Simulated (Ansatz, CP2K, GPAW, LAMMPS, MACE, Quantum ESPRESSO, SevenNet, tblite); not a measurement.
# GPAW on amorphous Ge (61 atoms): settings against a plane-wave reference, part 2 of 2

How do the settings of GPAW change the result for amorphous Ge (61 atoms)? A plane-wave run serves as the yardstick.

Program: GPAW 26.7.0; the method stands at each step. Banners, paths, timers and routine set-up lines are dropped from the logs unmarked, and long logs keep their key lines alone; longer cuts are marked.

So far. Step 3 (PBE, plane waves 550 eV): The run ends at a pressure of 4.45 GPa, with forces up to 0.92 eV/Å. Step 4 (PBE, LCAO dzp, h 0.28 Å): Against the first run (16 %), the force difference from the reference is 18 %, at 0.48 times the CPU time: the grid matters here.

### Step 5. PBE, LCAO sz(dzp), h 0.2 Å

Method: Kohn-Sham DFT, PBE, PAW, atomic orbitals (sz(dzp)).

The input, run.py:

```python
import numpy as np
from ase.io import read
from gpaw import GPAW, FermiDirac

atoms = read("structure.xyz")
atoms.calc = GPAW(
    mode="lcao",
    basis="sz(dzp)",
    h=0.2,
    xc="PBE",
    kpts={"size": (1, 1, 1), "gamma": True},
    occupations=FermiDirac(0.05),
    maxiter=200,
    symmetry={"point_group": False},
    txt="gpaw.txt",
)
energy = atoms.get_potential_energy(force_consistent=True)
forces = atoms.get_forces()
print(f"energy {energy:.6f} eV")
print("forces (eV/A)")
for i, (a, f) in enumerate(zip(atoms, forces)):
    print(f"{i:4d} {a.symbol:2s} {f[0]:10.5f} {f[1]:10.5f} {f[2]:10.5f}")
print(f"Fermi level {atoms.calc.get_fermi_level():.4f} eV")
for k in range(len(atoms.calc.get_ibz_k_points())):
    for s in range(atoms.calc.get_number_of_spins()):
        e = atoms.calc.get_eigenvalues(kpt=k, spin=s)
        n = np.searchsorted(e, atoms.calc.get_fermi_level())
        print(f"k {k} spin {s} levels about the Fermi level:", np.round(e[max(n - 6, 0):n], 4).tolist(), "|", np.round(e[n:n + 6], 4).tolist())
```

The input, structure.xyz:

```xyz
61
Lattice="11.14390 0.00000 0.00000 0.00000 11.14390 0.00000 0.00000 0.00000 11.14390" Properties=species:S:1:pos:R:3 pbc="T T T"
[... 61 atom lines left out: the same atoms as in the first run ...]
```

Command:

```bash
$ OMP_NUM_THREADS=1 python run.py > output.txt
```

The program printed:

```text
energy -235.894467 eV
forces (eV/A)
   0 Ge   -0.19894    0.02850   -0.37571
   1 Ge    0.54103   -0.41681   -0.13997
   2 Ge    0.54243   -0.18825    0.38792
   3 Ge    0.07734    0.53221   -0.15795
   4 Ge    0.04654   -0.42484    0.27161
   5 Ge   -0.58629    0.17822    0.12771
   6 Ge   -0.32146    0.18136    0.09879
   7 Ge    0.02306    0.01616   -0.01339
   8 Ge    0.20226    0.31660    0.50271
   9 Ge   -0.02153    0.45107   -0.01753
  10 Ge    0.33706   -0.02105    0.46849
  11 Ge    0.12250    0.18331   -0.47149
[...]
56 Ge    0.15731    0.34398    0.58865
  57 Ge    0.35749   -0.29589   -0.25478
  58 Ge    0.66945    0.37655    0.04354
  59 Ge   -0.14122   -0.09442    0.04511
  60 Ge   -0.11776   -0.39993   -0.42217
Fermi level 5.7749 eV
k 0 spin 0 levels about the Fermi level: [4.851, 5.0548, 5.2134, 5.2528, 5.528, 5.7318] | [5.8342, 5.9047, 6.1412, 6.1902, 6.3714, 6.6317]
```

gpaw.txt:

```text
Input parameters:
  mode=LCAO(),
  basis={'default': 'sz(dzp)'},
  h=0.2,
  kpts=MonkhorstPack(size=(1, 1, 1), gamma=True),
  maxiter=200,
  occupations=Occupations(name='fermi-dirac', width=0.05, fixmagmom=False),
  symmetry=Symmetry(point_group=False),
  xc=XC(name='PBE')
[... lines left out ...]
  Fermi-Dirac:
[... lines left out ...]
convergence criteria:
- Maximum [total energy] change in last 3 cyles: 0.0005 eV / valence electron
[... lines left out ...]
Converged in 14 steps
[... lines left out ...]
  Free energy:    -235.894467
[... lines left out ...]
Fermi level: 5.775
[... lines left out ...]
|          0 |        -7.222 |     2.000 |
|        ... |               |           |
|        114 |         4.701 |     2.000 |
|        115 |         4.794 |     2.000 |
[...]
|        129 |         6.842 |     0.000 |
|        ... |               |           |
|        150 |         8.689 |     0.000 |
Gap: 0.102 eV
Transition (v -> c):
  (s=0, k=0, n=121, [0.00, 0.00, 0.00]) -> (s=0, k=0, n=122, [0.00, 0.00, 0.00])
No difference between direct/indirect transitions
Force computation time: 5.166  # s
timing:  # [seconds]
  Total:  57.501  # ━━━━━━━━━━━━━━━━━━━━━━━━━━━━━━━━━━━━━━━━━━━━━━━━━━━━━━━━━
  Init:    6.913  # ━━━━━━━
  SCF:    45.393  # ━━━━━━━━━━━━━━━━━━━━━━━━━━━━━━━━━━━━━━━━━━━━━
  Forces:  5.166  # ━━━━━
```

Elapsed: 59 s, on 1 thread of Arm Neoverse V1, shared host; peak memory 1 GiB.

Against the reference:

| Item | Value |
| --- | --- |
| r.m.s. force component | 0.3332 eV/Å |
| r.m.s. difference of force components | 143.4 meV/Å |
| longest difference of force vectors | 454.2 meV/Å |
| force difference over r.m.s. force | 59.78 % |
| slope of forces against the reference's | 1.286 |
| correlation of force components | 0.9258 |

This is a coarse setting, run to see what it loses.

Against the first run (16 %), the force difference from the reference is 60 %, at 0.28 times the CPU time, with 244 basis functions against 793: the smaller basis costs accuracy.

### Step 6. All runs compared

Differences are against the plane-wave reference, forces as r.m.s. over components; share is that over the reference's r.m.s. force, slope the least-squares factor from reference forces to these. Total energies of different programs have different zeros and aren't compared.

```csv
run,"Δ force, r.m.s. (meV/Å)",share (%),slope,Δ pressure (GPa),cores,CPU time,memory (GiB)
reference,-,-,-,-,4,2.3 min,2.1
"GPAW PBE, LCAO dzp, h 0.2 Å",39.3,16.4,1.079,-,1,3.5 min,1.4
"GPAW PBE, plane waves 550 eV",12.2,5.06,1.026,0.208,2,17 min,1.7
"GPAW PBE, LCAO dzp, h 0.28 Å (coarse)",42.3,17.6,1.075,-,1,1.7 min,0.59
"GPAW PBE, LCAO sz(dzp), h 0.2 Å (coarse)",143,59.8,1.286,-,1,59 s,1.0
```

Rows marked coarse were listed beforehand as settings not expected to be converged; some can still land near the reference.

CPU time is summed over cores on a shared host, where runs went side by side, so it is rough. Symmetry, cutoffs, thresholds, outputs and thread counts weren't matched or tuned between programs; memory under MPI is the largest rank's times the ranks.

Within one program, basis, potentials and functional, energies share a zero. Each run against its twin at the usual cutoff or grid and solver:

```csv
run,twin,Δ energy (meV/atom),"Δ force, r.m.s. (meV/Å)",CPU time over the twin's
"GPAW PBE, LCAO dzp, h 0.28 Å","LCAO dzp, h 0.2 Å",49.9,19.8,0.48
```

### Step 7. Results

```
nearest in forces : GPAW PBE, plane waves 550 eV, 5.1 %
its CPU time      : 17 min
```

What this shows: PBE on plane waves or a grid with other potentials, cutoffs or grids, coarse settings apart, differs from the reference by 5.1 % (GPAW PBE, plane waves 550 eV) of the r.m.s. force; this holds the reference's own error, so differences of a few per cent don't tell which side is nearer the exact PBE result. The PBE run in local orbitals, coarse settings apart, differs by 16 % (GPAW PBE, LCAO dzp, h 0.2 Å); basis, grid and potentials can all enter. Runs with settings chosen to be coarse differ by 18 % (GPAW PBE, LCAO dzp, h 0.28 Å) to 60 % (GPAW PBE, LCAO sz(dzp), h 0.2 Å), their programs' other errors included. One electronic-structure run takes under half the reference's CPU time: GPAW PBE, LCAO sz(dzp), h 0.2 Å, at 60 % in 59 s against 2.3 min. The potentials hold different valence shells: 854 electrons in the reference, 244 in GPAW; this bears on time and differences. GPAW's setups keep the filled d shell of Ge in the core. The quench rate of 3 K/ps is many orders above laboratory rates, so the cell is likely richer in defects and strain than a real sample. The network of bonds at the start is that of the classical potential that made the cell, and needn't be the one that DFT or experiment would give. The reference's pressure of 4.2 GPa belongs to a cell and atoms that aren't relaxed at this level. The electronic-structure runs sample only Γ, in a cell whose shortest periodic width is 11 Å, which is coarse for a cell with partly filled levels.

[Also dropped from logs without a mark: logging warnings of Python, and SIESTA's first energy breakdown and zero terms.]

[Logs are printed without paths, hosts, clocks, repeated set-up lines and the standing remarks that a program may print on its own settings, such as how far it seeks lower states.]

[Hosts, paths, dates, database ids (printed as entryN), source tags and the programs' standing remarks are cut or masked in the printed files.]
